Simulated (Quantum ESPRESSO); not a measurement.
# AlNi (Pm-3m): coupling and resistivity with EPW

Wanted: λ, Tc and ρ(T) of AlNi (Pm-3m) from Quantum ESPRESSO and EPW.

Method: DFT LDA, scalar-relativistic, plane waves, PseudoDojo 0.4.1 norm-conserving pseudopotentials, in Quantum ESPRESSO 7.5.

## 1. Starting point

The structure is cubic, space group Pm-3m (No. 221). Conventional cell: a = 2.881 Å, b = 2.881 Å, c = 2.881 Å, α = 90.00°, β = 90.00°, γ = 90.00°. Nearest to Al lie 8 Ni at 2.50 Å. Ni has 8 Al at 2.50 Å nearest. Farther neighbours are not listed.

## 2. Relaxation

The cell is relaxed under the functional used for all that follows.

relax.in

```
 &control
    calculation='vc-relax',
    prefix='x',
    outdir='./tmp',
    pseudo_dir='./pseudo',
    tprnfor=.true.,
    tstress=.true.,
    etot_conv_thr=1.0d-05,
    forc_conv_thr=4.0d-04,
 /
 &system
    ibrav=0,
    nat=2,
    ntyp=2,
    ecutwfc=98.0,
    occupations='smearing',
    smearing='mv',
    degauss=0.02,
 /
 &electrons
    conv_thr=1.0d-11,
 /
 &ions
 /
 &cell
    press_conv_thr=0.4,
 /
ATOMIC_SPECIES
 Al     26.9815  Al.upf
 Ni     58.6934  Ni.upf
CELL_PARAMETERS angstrom
     2.881000000    0.000000000    0.000000000
     0.000000000    2.881000000    0.000000000
     0.000000000    0.000000000    2.881000000
ATOMIC_POSITIONS crystal
 Al     0.000000000   0.000000000   0.000000000
 Ni     0.500000000   0.500000000   0.500000000
K_POINTS automatic
 9 9 9 0 0 0
```

Run with:

```bash
$ OMP_NUM_THREADS=1 mpirun -n 8 pw.x -nk 8 -in relax.in > relax.out
```

Output:

```text
Program PWSCF v.7.5

     This program is part of the open-source Quantum ESPRESSO suite
     for quantum simulation of materials; please cite
         "P. Giannozzi et al., J. Phys.:Condens. Matter 21 395502 (2009);
         "P. Giannozzi et al., J. Phys.:Condens. Matter 29 465901 (2017);
         "P. Giannozzi et al., J. Chem. Phys. 152 154105 (2020);
     in publications or presentations arising from this work. More details at

     Message from routine setup:
     using ibrav=0 with symmetry is DISCOURAGED, use correct ibrav instead

     G-vector sticks info
     --------------------
     sticks:   dense  smooth     PW     G-vecs:    dense   smooth      PW
     Sum         933     933    277                21247    21247    3407

     Using Slab Decomposition

     bravais-lattice index     =            0
     lattice parameter (alat)  =       5.4443  a.u.
     unit-cell volume          =     161.3713 (a.u.)^3
     number of atoms/cell      =            2
     number of atomic types    =            2
     number of electrons       =        21.00
     number of Kohn-Sham states=           15
     kinetic-energy cutoff     =      98.0000  Ry
     charge density cutoff     =     392.0000  Ry
     scf convergence threshold =      1.0E-11
     mixing beta               =       0.7000
     number of iterations used =            8  plain     mixing
     energy convergence thresh.=      1.0E-05
     force convergence thresh. =      4.0E-04
     press convergence thresh. =      4.0E-01
     Exchange-correlation= SLA  PW   NOGX NOGC
                           (   1   4   0   0   0   0   0)
     nstep                     =           50

     celldm(1)=   5.444301  celldm(2)=   0.000000  celldm(3)=   0.000000
     celldm(4)=   0.000000  celldm(5)=   0.000000  celldm(6)=   0.000000

     crystal axes: (cart. coord. in units of alat)
               a(1) = (   1.000000   0.000000   0.000000 )
               a(2) = (   0.000000   1.000000   0.000000 )
               a(3) = (   0.000000   0.000000   1.000000 )
[...]
estimated scf accuracy    <       0.00000854 Ry
     estimated scf accuracy    <       0.00000019 Ry
     estimated scf accuracy    <       0.00000002 Ry
     estimated scf accuracy    <       0.00000001 Ry
     estimated scf accuracy    <          6.9E-09 Ry
     estimated scf accuracy    <          1.0E-10 Ry
     estimated scf accuracy    <          3.8E-11 Ry
     number of Kohn-Sham states=           15
     number of k points=    35  Marzari-Vanderbilt smearing, width (Ry)=  0.0200
     estimated scf accuracy    <       0.15491148 Ry
     estimated scf accuracy    <       1.40603626 Ry
     estimated scf accuracy    <       0.00334240 Ry
     estimated scf accuracy    <       0.00026474 Ry
     estimated scf accuracy    <       0.00000391 Ry
     estimated scf accuracy    <       0.00000194 Ry
     estimated scf accuracy    <       0.00000001 Ry
     estimated scf accuracy    <          4.2E-09 Ry
     estimated scf accuracy    <          2.7E-09 Ry
     estimated scf accuracy    <          6.5E-11 Ry
     estimated scf accuracy    <          1.6E-12 Ry
     the Fermi energy is    14.7914 ev
!    total energy              =    -340.16410321 Ry
     estimated scf accuracy    <          4.0E-15 Ry
     convergence has been achieved in  12 iterations
          total   stress  (Ry/bohr**3)                   (kbar)     P=       -0.13
   JOB DONE.
```

The job ended after 18 s (8 MPI ranks of Arm Neoverse V1, shared host).

This run has no spin polarisation, although Ni can carry a moment.

Numbers from this step:

```yaml
free_energy: -4628.1684 eV
pressure: -0.01300 GPa
volume_per_atom: 11.31 Å³/atom
```

The volume ends at 11.31 Å³ an atom, -5.4 % from the start.

## 3. Ground state

Linear response needs a tightly converged ground state.

scf.in

```
 &control
    calculation='scf',
    prefix='x',
    outdir='./tmp',
    pseudo_dir='./pseudo',
    tprnfor=.true.,
    tstress=.true.,
 /
 &system
    ibrav=0,
    nat=2,
    ntyp=2,
    ecutwfc=98.0,
    occupations='smearing',
    smearing='mv',
    degauss=0.02,
 /
 &electrons
    conv_thr=1.0d-12,
 /
ATOMIC_SPECIES
 Al     26.9815  Al.upf
 Ni     58.6934  Ni.upf
CELL_PARAMETERS angstrom
     2.828234600    0.000000000    0.000000000
     0.000000000    2.828234600    0.000000000
     0.000000000    0.000000000    2.828234600
ATOMIC_POSITIONS crystal
 Al     0.000000000   0.000000000   0.000000000
 Ni     0.500000000   0.500000000   0.500000000
K_POINTS automatic
 9 9 9 0 0 0
```

Run with:

```bash
$ OMP_NUM_THREADS=1 mpirun -n 8 pw.x -nk 8 -in scf.in > scf.out
```

Output:

```text
[banner, memory and clock lines left out]
[...]
number of Kohn-Sham states=           15
     number of k points=    35  Marzari-Vanderbilt smearing, width (Ry)=  0.0200
     estimated scf accuracy    <       0.15822742 Ry
     estimated scf accuracy    <       1.46579786 Ry
     estimated scf accuracy    <       0.00276126 Ry
     estimated scf accuracy    <       0.00035353 Ry
     estimated scf accuracy    <       0.00017392 Ry
     estimated scf accuracy    <       0.00002408 Ry
     estimated scf accuracy    <       0.00000524 Ry
     estimated scf accuracy    <       0.00000007 Ry
     estimated scf accuracy    <       0.00000003 Ry
     estimated scf accuracy    <          5.1E-09 Ry
     estimated scf accuracy    <          6.8E-12 Ry
     estimated scf accuracy    <          3.0E-11 Ry
     the Fermi energy is    14.7915 ev
!    total energy              =    -340.16410321 Ry
     estimated scf accuracy    <          9.0E-14 Ry
     convergence has been achieved in  13 iterations
          total   stress  (Ry/bohr**3)                   (kbar)     P=       -0.13
```

Wall time 4.7 s (8 MPI ranks); 37 s of CPU time.

This step gave:

| Item | Value |
| --- | --- |
| Fermi energy | 14.79 eV |

The Fermi level lies at 14.79 eV and the pressure is -0.013 GPa.

(Part 1 of 4 ends here.)

[The logs of pw.x and epw.x are selected lines.]

[Logs are printed without paths, hosts, clocks, repeated set-up lines and the standing remarks that a program may print on its own settings, such as how far it seeks lower states.]

[Hosts, paths, dates, database ids (printed as entryN), source tags and the programs' standing remarks are cut or masked in the printed files.]
